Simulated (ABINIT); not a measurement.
# Beyond one shot: AlN (F-43m), part 2 of 2

How far does self-consistency move the gap of AlN (F-43m)?

ABINIT 10.8.3; LDA and many-body steps on it, plane waves. Known limits of the many-body steps: not at the basis limit.

So far. Step 11 (QSGW, cycle 3): Against the cycle before, the gap moves by +0.215 eV.

**14. QSGW, cycle 4**

This step: QSGW on LDA, plane waves, norm-conserving pseudopotentials.

The input, run.abi:

```
acell 3*1.0 Angstrom
rprim 
  -0.000000000000 2.183993559600 2.183993559600
  2.183993559600 -0.000000000000 2.183993559600
  2.183993559600 2.183993559600 -0.000000000000
ntypat 2
znucl 13 7
natom 2
typat 1 2
xred 
  0.000000000000 0.000000000000 0.000000000000
  0.750000000000 0.750000000000 0.750000000000
pp_dirpath "pseudos"
pseudos "Al.upf, N.upf"
ecut 36
ngkpt 6 6 6
nshiftk 1
shiftk 0 0 0
kptopt 1
chksymbreak 0
istwfk *1
occopt 1
irdwfk 1
optdriver 4
nband 82
gwcalctyp 28
ecutsigx 36
symsigma 0
nkptgw 16
kptgw 
  0.0000000000 0.0000000000 0.0000000000
  0.1666666667 0.0000000000 0.0000000000
  0.3333333333 0.0000000000 0.0000000000
  0.5000000000 0.0000000000 0.0000000000
  0.1666666667 0.1666666667 0.0000000000
  0.3333333333 0.1666666667 0.0000000000
  0.5000000000 0.1666666667 0.0000000000
  -0.3333333333 0.1666666667 0.0000000000
  -0.1666666667 0.1666666667 0.0000000000
  0.3333333333 0.3333333333 0.0000000000
  0.5000000000 0.3333333333 0.0000000000
  -0.3333333333 0.3333333333 0.0000000000
  0.5000000000 0.5000000000 0.0000000000
  0.5000000000 0.3333333333 0.1666666667
  -0.3333333333 0.3333333333 0.1666666667
  -0.3333333333 0.5000000000 0.1666666667
bdgw 
  1 13
  1 13
  1 13
  1 13
  1 13
  1 13
  1 13
  1 13
  1 13
  1 13
  1 13
  1 13
  1 13
  1 13
  1 13
  1 13
ecuteps 9.7
irdscr 1
ppmodel 1
irdqps 1
rhoqpmix 0.3
indata_prefix "in"
outdata_prefix "out"
tmpdata_prefix "tmp"
```

On the command line:

```
$ OMP_NUM_THREADS=1 mpirun -n 8 abinit run.abi > log
```

Run time: 3.9 min. Hardware: 8 MPI ranks of Arm Neoverse V2, shared host; peak memory 1.9 GiB.

Numbers from this step:

```
quasiparticle gap on the mesh                         : 5.719 eV
gap of the density functional on the mesh             : 3.259 eV
k of the valence top                                  : 0, 0, 0
k of the conduction bottom                            : 0.5, 0.5, 0
least direct quasiparticle gap on the computed points : 6.757 eV
```

Against the cycle before, the gap moves by +0.058 eV.

**15. Screening, 6×6×6 mesh, 82 bands, screening to 264 eV**

This step: RPA screening on LDA, plane waves, norm-conserving pseudopotentials.

The input, run.abi:

```
acell 3*1.0 Angstrom
rprim 
  -0.000000000000 2.183993559600 2.183993559600
  2.183993559600 -0.000000000000 2.183993559600
  2.183993559600 2.183993559600 -0.000000000000
ntypat 2
znucl 13 7
natom 2
typat 1 2
xred 
  0.000000000000 0.000000000000 0.000000000000
  0.750000000000 0.750000000000 0.750000000000
pp_dirpath "pseudos"
pseudos "Al.upf, N.upf"
ecut 36
ngkpt 6 6 6
nshiftk 1
shiftk 0 0 0
kptopt 1
chksymbreak 0
istwfk *1
occopt 1
irdwfk 1
optdriver 3
nband 82
ecuteps 9.7
inclvkb 2
awtr 1
symchi 1
gwcalctyp 28
mbpt_sciss 2.828 eV
nqptdm 1
qptdm 
  0 0 0
indata_prefix "in"
outdata_prefix "out"
tmpdata_prefix "tmp"
```

Elapsed: 2.3 s, on 8 MPI ranks; peak memory 0.14 GiB.

Numbers from this step:

| Property | Result |
| --- | --- |
| ε∞ with local fields, on this mesh, along the program's q direction | 3.607 |
| the same without local fields | 3.902 |
| plasma frequency | 23.01 eV |
| plane waves in the screening matrix | 181 |

This screening uses the functional's bands under a rigid shift, the mean opening of the cycle before.

**16. Screening, 6×6×6 mesh, 82 bands, screening to 264 eV**

This step: RPA screening on LDA from quasiparticle energies and orbitals, plane waves, norm-conserving pseudopotentials.

Edit run.abi of step 15 so:

```diff
@@ -29,7 +29,21 @@
 symchi 1
+irdqps 1
 gwcalctyp 28
-mbpt_sciss 2.828 eV
-nqptdm 1
+nqptdm 15
 qptdm 
-  0 0 0
+  0.1666666667 0.0000000000 0.0000000000
+  0.3333333333 0.0000000000 0.0000000000
+  0.5000000000 0.0000000000 0.0000000000
+  0.1666666667 0.1666666667 0.0000000000
+  0.3333333333 0.1666666667 0.0000000000
+  0.5000000000 0.1666666667 0.0000000000
+  -0.3333333333 0.1666666667 0.0000000000
+  -0.1666666667 0.1666666667 0.0000000000
+  0.3333333333 0.3333333333 0.0000000000
+  0.5000000000 0.3333333333 0.0000000000
+  -0.3333333333 0.3333333333 0.0000000000
+  0.5000000000 0.5000000000 0.0000000000
+  0.5000000000 0.3333333333 0.1666666667
+  -0.3333333333 0.3333333333 0.1666666667
+  -0.3333333333 0.5000000000 0.1666666667
 indata_prefix "in"
```

The input, mrgscr.stdin:

```
2
merged
q0_SCR
out_SCR
1
```

On the command line:

```
$ OMP_NUM_THREADS=1 mpirun -n 8 abinit run.abi > log; mrgscr < mrgscr.stdin
```

The job ended after 15 s (8 MPI ranks; peak memory 1 GiB; 2 min of CPU time).

This step gave:

| Quantity | Value |
| --- | --- |
| plasma frequency | 23.01 eV |
| plane waves in the screening matrix | 181 |

This screening reads the quasiparticle levels of the cycle before.

**17. QSGW, cycle 5**

This step: QSGW on LDA, plane waves, norm-conserving pseudopotentials.

Edit run.abi of step 16 so:

```diff
@@ -23,12 +23,10 @@
 irdwfk 1
-optdriver 3
+optdriver 4
 nband 82
-ecuteps 9.7
-inclvkb 2
-awtr 1
-symchi 1
-irdqps 1
 gwcalctyp 28
-nqptdm 15
-qptdm 
+ecutsigx 36
+symsigma 0
+nkptgw 16
+kptgw 
+  0.0000000000 0.0000000000 0.0000000000
   0.1666666667 0.0000000000 0.0000000000
@@ -48,2 +46,24 @@
   -0.3333333333 0.5000000000 0.1666666667
+bdgw 
+  1 13
+  1 13
+  1 13
+  1 13
+  1 13
+  1 13
+  1 13
+  1 13
+  1 13
+  1 13
+  1 13
+  1 13
+  1 13
+  1 13
+  1 13
+  1 13
+ecuteps 9.7
+irdscr 1
+ppmodel 1
+irdqps 1
+rhoqpmix 0.3
 indata_prefix "in"
```

On the command line:

```
$ OMP_NUM_THREADS=1 mpirun -n 8 abinit run.abi > log
```

Run time: 4 min. Hardware: 8 MPI ranks; peak memory 1.9 GiB; 32 min of CPU time.

This step gave:

```yaml
quasiparticle_gap_on_the_mesh: 5.705 eV
gap_of_the_density_functional_on_the_mesh: 3.259 eV
k_of_the_valence_top: 0, 0, 0
k_of_the_conduction_bottom: 0.5, 0.5, 0
least_direct_quasiparticle_gap_on_the_computed_points: 6.757 eV
```

Against the cycle before, the gap moves by −0.014 eV.

**18. The runs together**

Times are wall times on 8 MPI ranks of Arm Neoverse V2, shared host, good to a factor of about two. A run's time includes the screening step that it read.

| run | mesh | bands | screening cutoff (eV) | DFT gap (eV) | gap on the mesh (eV) | direct (eV) | ε∞ used | time |
| --- | --- | --- | --- | --- | --- | --- | --- | --- |
| G0W0 | 6×6×6 | 82 | 264 | 3.259 | 4.713 | 5.777 | 4.41 | 23 s |
| QSGW, cycle 1 | 6×6×6 | 82 | 264 | 3.259 | 5.072 | 6.174 | 4.41 | 4.2 min |
| QSGW, cycle 2 | 6×6×6 | 82 | 264 | 3.259 | 5.446 | 6.519 | 3.74 | 4.2 min |
| QSGW, cycle 3 | 6×6×6 | 82 | 264 | 3.259 | 5.661 | 6.698 | 3.66 | 4.2 min |
| QSGW, cycle 4 | 6×6×6 | 82 | 264 | 3.259 | 5.719 | 6.757 | 3.62 | 4.2 min |
| QSGW, cycle 5 | 6×6×6 | 82 | 264 | 3.259 | 5.705 | 6.757 | 3.61 | 4.2 min |

**19. Summary of results**

```yaml
g0w0: 4.713 eV
qsgw_cycle_1: 5.072 eV
qsgw_cycle_2: 5.446 eV
qsgw_cycle_3: 5.661 eV
qsgw_cycle_4: 5.719 eV
qsgw_cycle_5: 5.705 eV
known_limits: not at the basis limit
```

What this shows: Only the bands that the input lists are updated; the others, empty or deep, keep the functional's energies or take a rigid shift. QSGW ends at 5.71 eV, +0.99 eV from G0W0, after 5 cycles that took 21 min beside the first screening; the last moved the gap by 0.014 eV. Bands and cutoff are finite, so the gap is not at the basis limit. The miss can reach some tenths of an eV and take either sign; the mesh is an error of its own. In the updated screening the q = 0 part is built from Kohn-Sham bands under a rigid shift, the other q from the quasiparticle levels.

[Paths, hosts, dates, memory and timing lines, banners, echoed tables and standing remarks are left out of the program output.]

[Logs are printed without paths, hosts, clocks, repeated set-up lines and the standing remarks that a program may print on its own settings, such as how far it seeks lower states.]

[Runs of the session that timed out or met a known fault of the program may be left out.]

[Hosts, paths, dates, database ids (printed as entryN), source tags and the programs' standing remarks are cut or masked in the printed files.]

[G0W0 gaps are taken among the corrected bands and points alone; a level outside them can change the order at an edge.]

[Where Ansatz stands beside ABINIT at settings called matched, ABINIT's density can come from a denser mesh and the files from another edition; pairs whose starting gaps differed by over 0.03 eV were left out, so agreement reads better than it is.]
